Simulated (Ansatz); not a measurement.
## Ca on Ni(100): change of the work function

How does Ca on the hollow site change the work function of Ni(100) as the layer fills?

Main program and level: Ansatz 0.2.0; plane-wave DFT, PBE, Ansatz PAW, in the first sound run; inputs show where later runs differ.

This is a report of a sequence of runs, with most program output left out.

### 1. The starting structure

The cell holds 4 atoms: 4 Ni. Its edges and angles: a = 2.489 Å, b = 2.489 Å, c = 23.280 Å, α = 90.0°, β = 90.0°, γ = 90.0°. Vacuum lies along c.

### 2. The clean slab

The bare slab comes first, as the zero from which every change is counted. The two lowest layers are held at bulk places and the upper ones relax. The dipole correction removes the false field that a one-sided slab makes across the periodic vacuum, so each face gets a flat vacuum level of its own.

Input file input.yaml:

```yaml
crystal:
  lattice:
    - [2.4890158698, 0.0, 0.0]
    - [0.0, 2.4890158698, 0.0]
    - [0.0, 0.0, 23.28]
  atoms:
    - { symbol: Ni, position: [0.5, 0.5, 0.3865979381], spin: 0.7 }
    - { symbol: Ni, position: [0.0, 0.0, 0.4621993127], spin: 0.7 }
    - { symbol: Ni, position: [0.5, 0.5, 0.5378006873], spin: 0.7 }
    - { symbol: Ni, position: [0.0, 0.0, 0.6134020619], spin: 0.7 }
magnetization:
  spin_polarized: true
kpoints:
  mp_grid: { grid: [12, 12, 1] }
hamiltonian:
  xc: pbe
scf:
  occupations: { method: fermi_dirac, width: 0.1 }
  convergence: { dr2_threshold: 1.0e-08 }
efield:
  axis: 3
  dipole_correction: true
  ramp_position: 0.97
  ramp_width: 0.06
relax:
  f_tol: 0.02
  max_steps: 60
  constraints: [{ sites: [0, 1] }]
output:
  write_potential: true
  write_density: true
  volumetric_format: npy
```

Command:

```bash
> ansatz run input.yaml --threads 4 --pin off --max-ram 12288MiB --backend cpu --events-out ev --progress --plain --runs-dir out
```

Elapsed: 44 s, on 4 threads of Arm Neoverse V1, shared host; peak memory 0.55 GiB; 2.8 min of CPU time.

The steps of the relaxation:

```csv
step,energy less that of the first step (eV),largest force component (eV/Å)
1,0.0000,0.3940
2,-0.0065,0.2673
3,-0.0113,0.0164
```

The run keeps the 8 symmetry operations that it works with, so distortions that break them were not tested.

The atoms that moved most (Å):

```csv
atom,dx,dy,dz,length
Ni4,0.000,0.000,-0.044,0.044
Ni3,0.000,0.000,0.022,0.022
```

Final coordinates:

```cif
data_structure
_symmetry_space_group_name_H-M 'P 1'
_symmetry_Int_Tables_number 1
_cell_length_a 2.4890
_cell_length_b 2.4890
_cell_length_c 23.2800
_cell_angle_alpha 90.000
_cell_angle_beta 90.000
_cell_angle_gamma 90.000
_cell_volume 144.22
loop_
_atom_site_label
_atom_site_type_symbol
_atom_site_fract_x
_atom_site_fract_y
_atom_site_fract_z
_atom_site_occupancy
Ni1 Ni 0.50000 0.50000 0.38660 1
Ni2 Ni 0.00000 0.00000 0.46220 1
Ni3 Ni 0.50000 0.50000 0.53875 1
Ni4 Ni 0.00000 0.00000 0.61150 1
```

This step gave:

```
energy at zero smearing   : -23357.1315 eV
total moment              : 2.748 μB
site moments              : 0.7629, 0.6930, 0.6964, 0.7580 μB
work function, upper face : 4.883 eV
dipole along the normal   : 5.64e-6 e·Å
```

Running mean over 1.76 Å of the planar mean; the ramp of the sawtooth is left out. The electron's electrostatic potential energy less the Fermi level by z:

z (Å), electron's electrostatic potential energy less the Fermi level (eV) and a bar from the least value:
```
        3        4.9 ##############################
        4        4.9 ##############################
        5        4.9 ##############################
        6        4.8 ##############################
        7        4.4 #############################
        8       -1.7 #################
        9       -9.9 ##
       10      -10.3 #
       11      -10.3 #
       12      -10.2 #
       13      -10.9 
       14      -10.5 #
       15       -4.6 ############
       16        4.0 ############################
       17        4.8 ##############################
       18        4.9 ##############################
       19        4.9 ##############################
       20        4.9 ##############################
```

Site moment by atom:

```csv
atom,site moment (μB)
Ni1,0.763
Ni2,0.693
Ni3,0.696
Ni4,0.758
```

The relaxation took 3 steps and lowered the energy by 0.011 eV; the largest force on the free atoms ends at 0.016 eV/Å.

The work function of the upper face is 4.88 eV.

### 3. Adsorbate added, coverage 0.25 ML

System of this step: Ca/Ni(100). The cell holds 17 atoms: 16 Ni and 1 Ca. Cell: a = 4.978 Å, b = 4.978 Å, c = 25.848 Å, α = 90.0°, β = 90.0°, γ = 90.0°. Vacuum lies along c.

The clean slab as it ended is repeated in the plane and the adsorbate is set on one face; the cell's size fixes the coverage, and the k-mesh shrinks with it to keep the sampling density about even. Adsorbate and upper layers relax, since the dipole depends on the height.

Input file input.yaml:

```yaml
crystal:
  lattice:
    - [4.9780317396, 0.0, 0.0]
    - [0.0, 4.9780317396, 0.0]
    - [0.0, 0.0, 25.8480725631]
  atoms:
    - { symbol: Ni, position: [0.25, 0.25, 0.3481884376], spin: 0.76 }
    - { symbol: Ni, position: [0.0, 0.0, 0.4162786209], spin: 0.69 }
    - { symbol: Ni, position: [0.25, 0.25, 0.4852256947], spin: 0.7 }
    - { symbol: Ni, position: [0.0, 0.0, 0.5507420939], spin: 0.76 }
    - { symbol: Ni, position: [0.25, 0.75, 0.3481884376], spin: 0.76 }
    - { symbol: Ni, position: [0.0, 0.5, 0.4162786209], spin: 0.69 }
    - { symbol: Ni, position: [0.25, 0.75, 0.4852256947], spin: 0.7 }
    - { symbol: Ni, position: [0.0, 0.5, 0.5507420939], spin: 0.76 }
    - { symbol: Ni, position: [0.75, 0.25, 0.3481884376], spin: 0.76 }
    - { symbol: Ni, position: [0.5, 0.0, 0.4162786209], spin: 0.69 }
    - { symbol: Ni, position: [0.75, 0.25, 0.4852256947], spin: 0.7 }
    - { symbol: Ni, position: [0.5, 0.0, 0.5507420939], spin: 0.76 }
    - { symbol: Ni, position: [0.75, 0.75, 0.3481884376], spin: 0.76 }
    - { symbol: Ni, position: [0.5, 0.5, 0.4162786209], spin: 0.69 }
    - { symbol: Ni, position: [0.75, 0.75, 0.4852256947], spin: 0.7 }
    - { symbol: Ni, position: [0.5, 0.5, 0.5507420939], spin: 0.76 }
    - { symbol: Ca, position: [0.25, 0.25, 0.6518115624] }
magnetization:
  spin_polarized: true
kpoints:
  mp_grid: { grid: [6, 6, 1] }
hamiltonian:
  xc: pbe
scf:
  occupations: { method: fermi_dirac, width: 0.1 }
  convergence: { dr2_threshold: 1.0e-08 }
efield:
  axis: 3
  dipole_correction: true
  ramp_position: 0.97
  ramp_width: 0.06
relax:
  f_tol: 0.02
  max_steps: 60
  constraints: [{ sites: [0, 1, 4, 5, 8, 9, 12, 13] }]
output:
  bader: true
  dos: { projected: true, e_range: [-8, 4] }
  write_potential: true
  write_density: true
  volumetric_format: npy
  elf: true
```

It took 15 min on 4 threads; peak memory 3.7 GiB.

Relaxation path:

```csv
step,energy less that of the first step (eV),largest force component (eV/Å)
1,0.0000,1.3508
2,-0.2491,0.9956
3,-0.2898,0.9033
4,-0.4029,0.0919
5,-0.4075,0.0566
6,-0.4088,0.0020
```

Forces are held to the 8 operations that the run works with; a distortion that breaks them can't arise in this run.

The atoms that moved most (Å):

```csv
atom,dx,dy,dz,length
Ca17,0.000,0.000,-0.478,0.478
Ni15,0.000,0.000,-0.032,0.032
Ni4,-0.014,-0.014,0.018,0.027
Ni12,0.014,-0.014,0.018,0.027
Ni8,-0.014,0.014,0.018,0.027
Ni16,0.014,0.014,0.018,0.027
Ni3,0.000,0.000,0.020,0.020
```

The relaxed structure:

```xyz
17
Lattice="4.9780 0.0000 0.0000 0.0000 4.9780 0.0000 0.0000 0.0000 25.8481" Properties=species:S:1:pos:R:3
Ni    1.2445    1.2445    9.0000
Ni    0.0000    0.0000   10.7600
Ni    1.2445    1.2445   12.5617
Ni   -0.0140   -0.0140   14.2535
Ni    1.2445    3.7335    9.0000
Ni    0.0000    2.4890   10.7600
Ni    1.2445    3.7335   12.5417
Ni   -0.0140    2.5031   14.2535
Ni    3.7335    1.2445    9.0000
Ni    2.4890    0.0000   10.7600
Ni    3.7335    1.2445   12.5417
Ni    2.5031   -0.0140   14.2535
Ni    3.7335    3.7335    9.0000
Ni    2.4890    2.4890   10.7600
Ni    3.7335    3.7335   12.5102
Ni    2.5031    2.5031   14.2535
Ca    1.2445    1.2445   16.3700
```

This step gave:

- energy at zero smearing: -95246.7358 eV
- total moment: 9.944 μB
- work function, upper face: 2.245 eV
- work function, lower face: 4.897 eV
- dipole along the normal: 0.3632 e·Å
- step between the vacuum levels: -2.652 eV

Running mean over 1.76 Å of the planar mean; the ramp of the sawtooth is left out. Table of electron's electrostatic potential energy less the Fermi level by z:

```csv
z (Å),electron's electrostatic potential energy less the Fermi level (eV)
4,4.90
5,4.89
6,4.86
7,4.39
8,-1.71
9,-9.86
10,-10.3
11,-10.3
12,-10.2
13,-10.7
14,-10.4
15,-5.81
16,-1.19
17,-1.11
18,1.29
19,2.02
20,2.19
21,2.23
22,2.24
```

The density of states has structure finer than the step of the table below, so its rows give means over 0.25 eV, whole bins alone (the curve runs from -8 to 1.98 eV). Peaks (eV: height): total -2.260: 58.9, -2.200: 67.3, -1.950: 55.3, -1.530: 68.2, -1.080: 58.0, -0.930: 68.5, -0.570: 63.4; up -2.260: 44.5, -2.200: 51.4, -1.920: 29.4, -1.650: 31.9, -1.530: 33.0, -0.840: 37.3, -0.570: 44.2; down -1.950: 31.3, -1.530: 35.1, -1.440: 32.6, -1.050: 30.3, -0.930: 39.6, -0.690: 35.1, -0.150: 31.3.

Density of states against energy, zero at the Fermi level; means over each step; values in states/eV a cell:

```csv
energy (eV),total,up,down
-7.75,1.09,0.550,0.541
-7.50,1.03,0.517,0.513
-7.25,1.09,0.549,0.543
-7.00,1.16,0.582,0.575
-6.75,1.82,0.891,0.930
-6.50,2.46,1.25,1.21
-6.25,2.81,1.42,1.39
-6.00,1.79,0.935,0.858
-5.75,2.67,1.40,1.26
-5.50,3.05,1.63,1.42
-5.25,3.71,1.96,1.76
-5.00,4.11,2.47,1.64
-4.75,5.12,2.42,2.70
-4.50,8.58,5.92,2.67
-4.25,13.1,7.93,5.17
-4.00,17.0,11.0,5.92
-3.75,23.9,16.6,7.35
-3.50,20.8,13.0,7.81
-3.25,28.8,12.5,16.3
-3.00,24.3,14.0,10.4
-2.75,25.7,15.8,9.86
-2.50,33.8,17.9,15.9
-2.25,45.3,31.3,14.0
-2.00,39.3,21.0,18.4
-1.75,40.4,22.9,17.5
-1.50,46.1,23.4,22.7
-1.25,46.3,27.1,19.2
-1.00,53.9,27.3,26.5
-0.75,55.3,30.4,24.9
-0.50,44.4,21.7,22.6
-0.25,30.3,5.20,25.1
0.00,29.0,3.95,25.1
0.25,24.6,3.46,21.2
0.50,10.6,2.90,7.67
0.75,7.86,3.52,4.34
1.00,7.64,3.81,3.84
1.25,7.82,4.29,3.54
1.50,7.67,2.77,4.90
1.75,6.97,3.30,3.67
```

Projected DOS per atom over height of the atomic layer and energy from the Fermi level. Layers: Ni4 Ni4 Ni4 Ni4 Ca from below.

Values in states/eV, 22 rows by 5 columns, each cell a mean:
```
0.20 0.28 0.20 0.23 0.11
0.27 0.29 0.30 0.26 0.27
0.34 0.31 0.37 0.34 0.48
1.04 0.99 0.93 0.82 0.68
2.17 1.59 1.56 1.72 0.40
2.88 2.38 2.46 2.95 0.30
4.02 2.80 2.47 3.66 0.20
3.31 2.49 2.72 3.21 0.33
2.56 1.82 1.95 3.02 0.55
2.32 2.57 2.38 2.39 0.21
1.49 1.73 1.63 1.44 0.01
1.18 1.96 2.00 1.31 0.01
0.91 1.83 1.84 0.99 0.03
0.55 1.10 1.21 0.62 0.06
0.30 0.53 0.61 0.36 0.05
0.18 0.31 0.31 0.21 0.02
0.12 0.25 0.25 0.15 0.01
0.10 0.16 0.16 0.12 0.01
0.14 0.18 0.17 0.15 0.02
0.05 0.13 0.13 0.06 0.01
0.03 0.10 0.11 0.03 0.00
0.02 0.10 0.11 0.03 0.00
```
Columns: height of the atomic layer (Å) from 9 to 16.4 (not evenly spaced); rows upwards: energy from the Fermi level (eV) from -7.96 to 1.95.

Projected DOS per atom, spin up over height of the atomic layer and energy from the Fermi level. Layers: Ni4 Ni4 Ni4 Ni4 Ca from below.

Ten even steps from '0' (0.00 states/eV) to '9' (2.26 states/eV), each cell a mean:
```
00000
00000
00000
00001
00011
55550
97680
75570
73470
66660
44430
23330
25520
13310
01100
00000
00000
00000
00000
00000
00000
00000
```
Columns: height of the atomic layer (Å) from 9 to 16.4 (not evenly spaced); rows upwards: energy from the Fermi level (eV) from -7.96 to 1.95.

Projected DOS per atom, spin down over height of the atomic layer and energy from the Fermi level. Layers: Ni4 Ni4 Ni4 Ni4 Ca from below.

Values in states/eV, 22 rows by 5 columns, each cell a mean:
```
0.12 0.18 0.11 0.13 0.07
0.14 0.13 0.17 0.13 0.12
0.21 0.19 0.20 0.19 0.26
0.91 0.87 0.80 0.66 0.33
1.97 1.40 1.35 1.47 0.17
1.73 1.21 1.19 1.66 0.14
1.75 1.17 1.11 1.64 0.09
1.51 1.19 1.39 1.56 0.20
0.86 1.02 1.04 1.29 0.35
0.88 1.00 0.85 0.90 0.03
0.50 0.67 0.67 0.60 0.00
0.53 1.14 1.17 0.60 0.01
0.28 0.55 0.58 0.38 0.02
0.20 0.38 0.45 0.23 0.03
0.12 0.18 0.21 0.15 0.03
0.08 0.13 0.13 0.09 0.01
0.06 0.12 0.12 0.07 0.01
0.05 0.08 0.07 0.06 0.01
0.07 0.09 0.08 0.08 0.01
0.03 0.06 0.06 0.03 0.00
0.01 0.05 0.05 0.02 0.00
0.01 0.05 0.05 0.02 0.00
```
Columns: height of the atomic layer (Å) from 9 to 16.4 (not evenly spaced); rows upwards: energy from the Fermi level (eV) from -7.96 to 1.95.

Site moment by atom:

```csv
atom,site moment (μB)
Ni1,0.759
Ni2,0.689
Ni3,0.675
Ni4,0.557
Ni5,0.763
Ni6,0.689
Ni7,0.652
Ni8,0.557
Ni9,0.763
Ni10,0.689
Ni11,0.652
Ni12,0.557
Ni13,0.759
Ni14,0.689
Ni15,0.634
Ni16,0.557
Ca17,-0.042
```

Spin density in the ca plane at fractional y = 0.250, with atoms of Ni and Ca within 0.2 Å of it.

Ten even steps from '0' (0.0 e/Å³) to '9' (2.2 e/Å³), each cell a mean:
```
00000000000000000000000000000000000000000000
00000100000000000000000000000000000000000000
00004810000001550000000000000000000000000000
00004710000000550000000000000000000000000000
00000100000000100000000000000000000000000000
00000000000000000000000000000000000000000000
00000000000000000000000000000000000000000000
00000000000000000000000000000000000000000000
00002310000000220000000000000000000000000000
00005920000000771000000000000000000000000000
00002310000000220000000000000000000000000000
00000000000000000000000000000000000000000000
00000000000000000000000000000000000000000000
```
Columns run along c (16.0 Å, from fractional 0.28 to 0.90 of the cell), rows up along a (5.0 Å). Atoms in or near the plane, at fractional coordinates: Ni at (0.35, 0.25), Ni at (0.49, 0.25), Ni at (0.35, 0.75), Ni at (0.49, 0.75), Ca at (0.63, 0.25).

Valence density in the ca plane at fractional y = 0.250, with atoms of Ni and Ca within 0.2 Å of it. It is the smooth field of the valence electrons, not physical close to the nuclei.

Ten steps, logarithmic in the rise over the least value, from '0' (0 e/Å³) to '9' (43 e/Å³), each cell a mean:
```
00001111111111111111000000000000000000000000
00024531100013553100000000000000000000000000
00148962100015995100000000000000000000000000
00148962100015985100000000000000000000000000
00024531100013553100000000000000000000000000
00001111111111111111000000000000000000000000
00001111111111111111100000000000000000000000
00012321111011332111000123210000000000000000
00036852100014774100001245420000000000000000
00148972100015996200001356530000000000000000
00036752100014774100001245420000000000000000
00012321111011231111000123210000000000000000
00001111111101111111100000000000000000000000
```
Columns run along c (16.0 Å, from fractional 0.28 to 0.90 of the cell), rows up along a (5.0 Å). Atoms in or near the plane, at fractional coordinates: Ni at (0.35, 0.25), Ni at (0.49, 0.25), Ni at (0.35, 0.75), Ni at (0.49, 0.75), Ca at (0.63, 0.25).

ELF in the ca plane at fractional y = 0.250, with atoms of Ni and Ca within 0.2 Å of it. It is the smooth field of the valence electrons, not physical close to the nuclei.

Values, 7 rows by 16 columns, each cell a mean:
```
0.14 0.22 0.23 0.25 0.25 0.23 0.25 0.28 0.28 0.10 0.15 0.24 0.12 0.03 0.00 0.00
0.11 0.39 0.33 0.23 0.23 0.49 0.23 0.26 0.27 0.25 0.23 0.18 0.07 0.02 0.00 0.00
0.13 0.24 0.24 0.25 0.23 0.27 0.24 0.27 0.29 0.14 0.18 0.22 0.10 0.02 0.00 0.00
0.17 0.22 0.25 0.25 0.28 0.22 0.28 0.30 0.21 0.23 0.08 0.30 0.20 0.05 0.01 0.00
0.11 0.30 0.27 0.24 0.22 0.36 0.23 0.27 0.47 0.81 0.22 0.30 0.31 0.08 0.01 0.00
0.11 0.35 0.31 0.24 0.22 0.43 0.23 0.26 0.51 0.82 0.25 0.29 0.33 0.08 0.01 0.00
0.16 0.22 0.24 0.25 0.27 0.22 0.27 0.30 0.23 0.38 0.09 0.31 0.23 0.05 0.01 0.00
```
Columns run along c (16.0 Å, from fractional 0.28 to 0.90 of the cell), rows up along a (5.0 Å). Atoms in or near the plane, at fractional coordinates: Ni at (0.35, 0.25), Ni at (0.49, 0.25), Ni at (0.35, 0.75), Ni at (0.49, 0.75), Ca at (0.63, 0.25).

The relaxation took 6 steps and lowered the energy by 0.41 eV; the largest force on the free atoms ends at 0.0020 eV/Å.

By hand: a sheet of dipoles makes a step −p/(ε₀A) in the electron's potential. With e/ε₀ = 180.95 V·Å, p = 0.3632 e·Å and A = 24.78 Å², that is −180.95 × (0.3632) / 24.78 = -2.652 eV, and the two vacuum levels of the run differ by -2.652 eV.

The covered face has 2.25 eV, -2.64 eV against the clean one; the bare back face has moved by +0.01 eV, a measure of how thin the slab is.

[end of part 1 of 3]

[Logs are printed without paths, hosts, clocks, repeated set-up lines and the standing remarks that a program may print on its own settings, such as how far it seeks lower states.]

[Hosts, paths, dates, database ids (printed as entryN), source tags and the programs' standing remarks are cut or masked in the printed files.]

[Maps of the electrostatic potential energy from Ansatz leave out the sawtooth potential of an applied field or a dipole correction, so their vacuum need not be flat; planar profiles and work functions include it.]
